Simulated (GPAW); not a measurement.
The O K edge of atom 3 in MnO2 (Pyrolusite, P4_2/mnm), with 2 Mn at 1.88 Å and 1 Mn at 1.90 Å (distorted trigonal planar, site symmetry m2m), was computed in 2 ways: excited-electron core hole (neutral cell) and half core hole. Program and functional: GPAW, LDA, Gaussian full width 0.9 eV up to 4 eV, rising linearly to 3.5 eV at 25 eV; cells of 12 atoms.

Each run is counted from its own lowest empty level or Fermi level and scaled to a mean of 1 over its first 20 eV.

```tsv
E (eV)	run 1	run 2
-2.0	0.00	0.00
-1.5	0.00	0.00
-1.0	0.00	0.00
-0.5	0.04	0.08
0.0	0.30	0.51
0.5	0.89	1.22
1.0	1.64	1.64
1.5	2.03	1.61
2.0	1.87	1.18
2.5	1.28	1.26
3.0	1.53	1.96
3.5	2.32	1.21
4.0	1.42	0.31
4.5	0.31	0.05
5.0	0.03	0.00
5.5	0.00	0.00
6.0	0.00	0.00
6.5	0.00	0.01
7.0	0.00	0.02
7.5	0.01	0.06
8.0	0.04	0.14
8.5	0.09	0.26
9.0	0.17	0.45
9.5	0.29	0.74
10.0	0.48	1.09
10.5	0.71	1.39
11.0	0.94	1.54
11.5	1.10	1.57
12.0	1.18	1.58
12.5	1.22	1.69
13.0	1.32	1.90
13.5	1.50	2.11
14.0	1.74	2.23
14.5	1.96	2.22
15.0	2.09	2.08
15.5	2.10	1.84
16.0	2.00	1.54
16.5	1.82	1.21
17.0	1.55	0.91
17.5	1.24	0.67
18.0	0.94	0.52
18.5	0.70	0.42
19.0	0.54	0.38
19.5	0.44	0.36
20.0	0.39	0.37
20.5	0.38	0.39
21.0	0.38	0.42
21.5	0.40	0.45
22.0	0.42	0.48
22.5	0.44	0.51
23.0	0.45	0.55
23.5	0.48	0.59
24.0	0.51	0.64
24.5	0.55	0.68
25.0	0.59	0.71
25.5	0.62	0.71
26.0	0.64	0.70
26.5	0.64	0.67
27.0	0.62	0.64
27.5	0.60	0.62
28.0	0.58	0.61
28.5	0.56	0.60
29.0	0.55	0.59
29.5	0.54	0.57
30.0	0.52	0.55
30.5	0.50	0.55
31.0	0.49	0.56
31.5	0.48	0.58
32.0	0.49	0.61
```

Question: Which run is which?

Run 1: half core hole (area from −2 to 6 eV 6.8, main maxima 1.6 eV (2.04), 3.5 eV (2.32) and 15.3 eV (2.11)). Run 2: excited-electron core hole (neutral cell) (area from −2 to 6 eV 5.5, main maxima 1.2 eV (1.68), 3.0 eV (1.96) and 14.2 eV (2.24)). 

[Banner, clock and machine lines of the logs are left out without a mark of their own.]

[Logs are printed without paths, hosts, clocks, repeated set-up lines and the standing remarks that a program may print on its own settings, such as how far it seeks lower states.]

[Hosts, paths, dates, database ids (printed as entryN), source tags and the programs' standing remarks are cut or masked in the printed files.]

[Lists of maxima count a maximum above −3 eV only where it reaches 4 % of the highest in the window and stands out from its surroundings by 2 % of it (1.5 % where it reaches 55 %); shoulders and weaker maxima are passed over, and of the rest the first, up to two pre-edge ones and the few strongest are named.]
